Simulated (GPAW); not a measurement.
**How Si2Mo absorbs and reflects light**

Aim: the dielectric function of Si2Mo, and the optical constants that follow from it. The cell comes from an older database entry, whose edges can differ from later determinations, mostly by under a per cent.

Program: GPAW 26.7.0. Level of theory: DFT, PBE, plane-wave PAW (GPAW data sets), scalar-relativistic, RPA, optical limit. Results are calculated unless marked as measured.

The database entry behind the starting cell is an old determination (1927), so it need not match the best structure at ambient conditions.

### 1. Starting point

Symmetry: I4/mmm, No. 139, tetragonal system. Conventional cell: a = 3.200 Å, b = 3.200 Å, c = 7.861 Å, α = 90.00°, β = 90.00°, γ = 90.00°. Mo has 10 Si at 2.62 Å nearest. Nearest to Si lie 5 Si at 2.61 to 2.63 Å and 5 Mo at 2.62 Å. Farther neighbours are not listed.

Coordinates:

```xyz
3
Lattice="-1.6000 1.6000 3.9305 1.6000 -1.6000 3.9305 1.6000 1.6000 -3.9305" Properties=species:S:1:pos:R:3 pbc="T T T"
Mo    0.0000    0.0000    0.0000
Si    0.0000    0.0000    5.2433
Si    0.0000    0.0000    2.6177
```

### 2. Dielectric function, RPA

Transitions between filled and empty bands, summed over the zone, give the optical response, so mesh, band count and broadening shape it.

The induced potential is part of this response.

df.py reads:

```python
from gpaw.response.df import DielectricFunction

df = DielectricFunction('full.gpw', frequencies={'type': 'nonlinear', 'domega0': 0.03, 'omega2': 8},
                        ecut=50,
                        eta=0.15,
                        nbands=32,
                        rate=0.05,
                        txt='df.txt')
for direction in ['x', 'z']:
    df.get_dielectric_function(xc='RPA', direction=direction, filename=f'df_{direction}.csv')
```

The run is started by

```bash
$ OMP_NUM_THREADS=1 python df.py
```

Numbers of over 12 decimals in the logs are rounded to 6 here.

Output:

```text
Using integrator: PointIntegrator
NonLinearFrequencyDescriptor(from 0.000 to 89.005 eV, 530 points)
Nonperiodic BCs:  [False False False]
Using integrator: PointIntegrator
NonLinearFrequencyDescriptor(from 0.000 to 89.005 eV, 530 points)
Nonperiodic BCs:  [False False False]
Using integrator: PointIntegrator

Calculating chi0 body with:
    Ground state adapter containing:
    Number of spins: 1
    Number of kpoints: 4913
    Number of irreducible kpoints: 405
    Number of completely occupied states: 8
    Number of partially occupied states: 13

    Linear response parametrization:
    q_c: [0.0, 0.0, 0.0]
    Number of frequency points: 530
    Planewave cutoff: 50.0
    Number of bands: 32
    Number of planewaves: 33
    Broadening (eta): 0.15

Integrating chi0 body.

Symmetries of q_c:
    Direct symmetries (Uq -> q): 16
    Indirect symmetries (TUq -> q): 0
In total 16 allowed symmetries.

405 groups of equivalent kpoints. 91.756564% reduction.

Integral kind: spectral function

Calculating chi0 optical extensions with:
    Ground state adapter containing:
    Number of spins: 1
    Number of kpoints: 4913
    Number of irreducible kpoints: 405
    Number of completely occupied states: 8
    Number of partially occupied states: 13

    Linear response parametrization:
    Number of frequency points: 530
    Planewave cutoff: 50.0
    Number of bands: 32
    Number of planewaves: 33
    Broadening (eta): 0.15
Integrating chi0 head and wings.

Symmetries of q_c:
    Direct symmetries (Uq -> q): 16
    Indirect symmetries (TUq -> q): 0
In total 16 allowed symmetries.

405 groups of equivalent kpoints. 91.756564% reduction.

Integral kind: spectral function wings

Calculating drude chi0 with:
    Number of frequency points:530
    Plasma frequency decay rate: 0.05 eV

    Ground state adapter containing:
    Number of spins: 1
    Number of kpoints: 4913
    Number of irreducible kpoints: 405
    Number of completely occupied states: 8
    Number of partially occupied states: 13

Symmetries of q_c:
    Direct symmetries (Uq -> q): 16
    Indirect symmetries (TUq -> q): 0
In total 16 allowed symmetries.

405 groups of equivalent kpoints. 91.756564% reduction.

Integral kind: intraband
Plasma frequency:
[[1.97+0.j 0.  +0.j 0.  +0.j]
 [0.  +0.j 1.97+0.j 0.  -0.j]
 [0.  +0.j 0.  +0.j 2.67-0.j]]
```

The job ended after 56 s (1 thread of AMD EPYC 9R14 (Zen 4), shared host; peak memory 0.3 GiB).

Some rows of df_x.csv (energy; Re and Im without local fields; Re and Im with them):

```text
0.000000, 1571.754988, 0.000000, 1571.240915, 0.000000
0.460735, 3.416097, 5.971641, 2.915235, 5.932934
0.943989, 16.504676, 3.765991, 15.975227, 3.745242
1.451455, 18.250966, 5.062553, 17.588691, 4.973670
1.984998, 22.164220, 5.862744, 21.287332, 5.562152
2.546682, 21.650650, 13.110390, 21.079746, 12.111535
3.138794, 21.101948, 15.572940, 20.960125, 14.552541
3.763875, 17.857708, 26.999453, 18.190698, 25.780794
4.424758, 3.545018, 23.353963, 4.394129, 22.898502
5.124608, 3.235621, 21.825773, 4.046951, 21.860857
5.866977, -5.845908, 22.587412, -5.313967, 22.884978
6.655862, -9.299593, 13.689529, -9.177419, 14.059714
7.495775, -8.384015, 7.479227, -8.541700, 7.703089
8.391833, -6.547316, 4.833904, -6.724876, 4.864744
9.349861, -5.467061, 3.469557, -5.486040, 3.398260
10.376517, -4.043488, 1.917436, -4.066184, 1.893991
11.479449, -2.927324, 1.445225, -2.946651, 1.410880
12.667487, -2.276497, 0.979785, -2.283986, 0.952077
13.950874, -1.692976, 0.687878, -1.692184, 0.675150
```

Sum at mesh points, not converged in k. Table of Im ε by photon energy; read off at these points:

```csv
photon energy (eV),E ∥ x,E ∥ z
0.50,5.06,6.32
1.00,3.72,4.00
1.50,4.70,8.22
2.00,5.66,16.0
2.50,12.0,36.1
3.00,13.6,31.1
3.50,19.8,22.4
3.94,28.1,20.7
4.00,28.0,19.9
4.50,22.1,15.8
5.00,21.1,14.4
5.50,23.5,18.1
5.66,24.0,18.4
6.00,21.3,19.3
6.50,15.0,18.0
7.00,11.2,14.1
7.50,7.69,9.45
8.00,5.95,6.23
8.50,4.64,4.31
9.00,3.84,3.47
9.50,3.05,2.68
10.00,2.28,1.96
10.50,1.83,1.56
11.00,1.58,1.13
11.50,1.40,0.964
12.00,1.24,0.770
12.50,1.00,0.680
13.00,0.852,0.607
13.50,0.775,0.565
```

Values under 1 per cm are given as 1; sum at mesh points, not converged in k. Absorption coefficient against photon energy:

```csv
photon energy (eV),E ∥ x (1/cm),E ∥ z (1/cm)
0.5,50463,1.1e5
1.0,45779,43960
1.5,84111,1.1e5
2.0,1.2e5,2.7e5
2.5,3.2e5,8.0e5
3.0,4.4e5,1.1e6
3.5,7.0e5,1.1e6
4.0,1.2e6,1.3e6
4.5,1.4e6,1.3e6
5.0,1.5e6,1.2e6
5.5,1.9e6,1.6e6
6.0,2.3e6,2.0e6
6.5,2.4e6,2.4e6
7.0,2.5e6,2.6e6
7.5,2.4e6,2.7e6
8.0,2.4e6,2.6e6
8.5,2.3e6,2.5e6
9.0,2.3e6,2.4e6
9.5,2.3e6,2.4e6
10.0,2.2e6,2.3e6
10.5,2.2e6,2.2e6
11.0,2.1e6,2.2e6
11.5,2.1e6,2.1e6
12.0,2.0e6,2.0e6
12.5,2.0e6,2.0e6
13.0,2.0e6,1.9e6
13.5,1.9e6,1.9e6
```

Sum at mesh points, not converged in k. Reflectivity at normal incidence against photon energy; read off at these points:

```csv
photon energy (eV),E ∥ x (%),E ∥ z (%)
0.50,25.0,40.3
1.00,37.6,42.6
1.50,39.0,48.3
2.00,42.5,52.1
2.50,45.4,58.5
2.82,45.6,58.9
3.00,45.8,58.1
3.50,50.1,53.3
4.00,54.8,53.8
4.07,54.8,53.2
4.50,52.6,49.1
5.00,51.5,45.4
5.50,55.7,50.0
6.00,61.9,54.0
6.50,63.6,60.1
7.00,67.2,64.5
7.50,67.4,69.6
8.00,67.9,72.3
8.50,67.9,73.5
9.00,67.4,72.7
9.50,69.7,74.4
10.00,71.1,76.5
10.31,71.6,77.4
10.50,70.9,76.3
11.00,69.7,78.8
11.50,68.4,78.2
11.79,67.9,79.1
12.00,68.3,78.7
12.50,70.3,77.5
13.00,70.1,76.7
13.50,68.9,75.4
```

Sum at mesh points, not converged in k. Im ε, E ∥ x against photon energy; read off at these points:

```csv
photon energy (eV),without local fields,with local fields
0.50,5.10,5.06
1.00,3.74,3.72
1.50,4.80,4.70
2.00,5.97,5.66
2.50,12.9,12.0
3.00,14.6,13.6
3.50,20.9,19.8
3.94,29.2,28.1
4.00,28.9,28.0
4.50,22.4,22.1
5.00,21.2,21.1
5.50,23.3,23.5
5.66,23.8,24.0
6.00,20.9,21.3
6.50,14.6,15.0
7.00,10.8,11.2
7.50,7.46,7.69
8.00,5.86,5.95
8.50,4.63,4.64
9.00,3.94,3.84
9.50,3.10,3.05
10.00,2.31,2.28
10.50,1.86,1.83
11.00,1.61,1.58
11.50,1.44,1.40
12.00,1.28,1.24
12.50,1.03,1.00
13.00,0.875,0.852
13.50,0.791,0.775
```

The loss function −Im 1/ε at q → 0 has structure finer than the step of the table below, so its rows give means over 0.5 eV, whole bins alone (the curve runs from 0.305 to 14.0 eV). Peaks (eV: height): E ∥ x 0.43: 0.145; E ∥ z 0.52: 0.170, 4.79: 0.0688.

Sum at mesh points, not converged in k. Loss function −Im 1/ε at q → 0 against energy loss; means over each step:

```csv
energy loss (eV),E ∥ x,E ∥ z
1.0,0.0148,0.00874
1.5,0.0137,0.00904
2.0,0.0121,0.0125
2.5,0.0193,0.0192
3.0,0.0226,0.0311
3.5,0.0234,0.0431
4.0,0.0310,0.0508
4.5,0.0433,0.0637
5.0,0.0453,0.0661
5.5,0.0425,0.0552
6.0,0.0424,0.0515
6.5,0.0484,0.0492
7.0,0.0502,0.0492
7.5,0.0579,0.0483
8.0,0.0649,0.0510
8.5,0.0726,0.0559
9.0,0.0809,0.0641
9.5,0.0815,0.0664
10.0,0.0863,0.0667
10.5,0.0978,0.0734
11.0,0.114,0.0759
11.5,0.132,0.0849
12.0,0.144,0.0946
12.5,0.149,0.113
13.0,0.167,0.132
13.5,0.190,0.151
```

From ε follow the optical constants at some laser and lamp lines:

```csv
wavelength (nm),n x,k x,R (%) x,1/α x,n z,k z,R (%) z,1/α z
1064,4.28,0.564,39.3,150 nm,4.97,0.511,44.6,166 nm
800,4.28,0.523,39.2,122 nm,5.49,0.811,48.7,79 nm
405,4.76,1.460,46.1,22 nm,4.18,3.584,57.9,9.0 nm
365,4.98,1.784,48.9,16 nm,3.58,3.180,53.9,9.1 nm
308,4.49,3.100,54.8,7.9 nm,3.10,3.146,53.6,7.8 nm
248,3.63,2.912,51.5,6.8 nm,2.94,2.452,45.4,8.0 nm
193,2.12,3.683,63.6,4.2 nm,2.59,3.539,59.2,4.3 nm
```

In reflection the computed colour is light grey: x = 0.305, y = 0.326, luminous reflectivity 50 %.

### 3. Results

**Reading.** At this level (PBE, RPA) Si2Mo is a metal. The mesh is too coarse to trust the carriers' weight, the reflectivity or the colour to better than tens of per cent. In reflection the computed colour is light grey: x = 0.305, y = 0.326, luminous reflectivity 50 %. The carriers' damping of 0.05 eV is typed, not computed; it shapes the response at the lowest energies. In this version of GPAW the matrix elements of the optical limit are incomplete, which can lower ε − 1 by up to a tenth where first-row anions or d states rule, and shift it by more in d metals. GPAW's carrier term has the form −ωp²/(ω + i·rate)², which damps like twice the rate and fails at low energy, so the curves leave the lowest energies out. The sum runs over mesh points 0.16 Å⁻¹ apart with no interpolation, so peaks are partly noise of the mesh, and the Drude plasma energy, a sum over the Fermi surface, isn't converged.

[Machine, clock and banner lines and Python warnings are left out of the logs.]

[Logs are printed without paths, hosts, clocks, repeated set-up lines and the standing remarks that a program may print on its own settings, such as how far it seeks lower states.]

[Hosts, paths, dates, database ids (printed as entryN), source tags and the programs' standing remarks are cut or masked in the printed files.]
